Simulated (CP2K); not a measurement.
Consider 2-methylpyrimidine at its PBE geometry (Å).

```xyz
13

C     2.2142   -0.1798    0.1095
C     0.7219   -0.0588    0.0029
N     0.2071    1.1777   -0.1643
C    -1.1310    1.2708   -0.2034
C    -1.9645    0.1600   -0.0852
C    -1.3298   -1.0728    0.0616
N     0.0063   -1.1970    0.1076
H     2.5464   -1.1617   -0.2446
H     2.7097    0.6230   -0.4469
H     2.5123   -0.0884    1.1655
H    -1.5396    2.2763   -0.3349
H    -3.0489    0.2501   -0.1136
H    -1.9041   -1.9993    0.1458
```

Method: CP2K XAS_TDP, all-electron GAPW, PBEh(45%), aug-cc-pVDZ, TDA, GW2X-corrected core level, no relativity.

**Question.** Predict the bright core excitations at the C K edge.

Leading lines: C1 291.15 eV, C2 287.68 eV, C4 287.38 eV and C5 287.30 eV. The leading line of an atom is its first one with 35 % of the strongest within 2.5 eV of its lowest line over the strength cut. Core ionisation energies at this level: C2 293.58, C4 293.44, C1 292.13 and C5 292.25 eV.

The first six lines of each atom with a strength over 0.0015:

| atom | energy (eV) | states | strength, one atom | above the computed threshold |
| --- | --- | --- | --- | --- |
| C1 (bonded to C and 3 H) | 290.28 | 1 | 0.0055 |  |
|  | 291.15 | 1 | 0.0191 |  |
|  | 291.16 | 1 | 0.0188 |  |
|  | 291.92 | 1 | 0.0026 |  |
|  | 292.34 | 1 | 0.0034 | yes |
|  | 292.51 | 1 | 0.0063 | yes |
| C2 (bonded to C and 2 N) | 287.68 | 1 | 0.0637 |  |
|  | 293.28 | 1 | 0.0047 |  |
|  | 294.30 | 1 | 0.0064 | yes |
|  | 294.38 | 1 | 0.0035 | yes |
|  | 294.53 | 1 | 0.0054 | yes |
|  | 294.67 | 1 | 0.0016 | yes |
| C4 (bonded to C, N and H), 2 alike | 287.38 | 1 | 0.0577 |  |
|  | 291.41 | 1 | 0.0118 |  |
|  | 292.47 | 1 | 0.0033 |  |
|  | 292.98 | 1 | 0.0027 |  |
|  | 293.21 | 1 | 0.0018 |  |
|  | 294.09 | 1 | 0.0057 | yes |
| C5 (bonded to 2 C and H) | 287.30 | 1 | 0.0482 |  |
|  | 290.08 | 1 | 0.0116 |  |
|  | 291.39 | 1 | 0.0033 |  |
|  | 291.72 | 1 | 0.0042 |  |
|  | 292.09 | 1 | 0.0028 |  |
|  | 292.48 | 1 | 0.0033 | yes |

Lines are vertical, at one geometry, with no vibrational structure. GW2X ionisation energies and lines can be off by 1 to 2 eV either way, and a good line position may hide errors that cancel. These values hold no scalar relativity, about 0.1 eV for C 1s. Rydberg lines, and the discretised continuum above threshold, depend on the basis and the box.

[Banner, clock and machine lines of the logs are left out without a mark of their own.]

[Logs are printed without paths, hosts, clocks, repeated set-up lines and the standing remarks that a program may print on its own settings, such as how far it seeks lower states.]

[Hosts, paths, dates, database ids (printed as entryN), source tags and the programs' standing remarks are cut or masked in the printed files.]
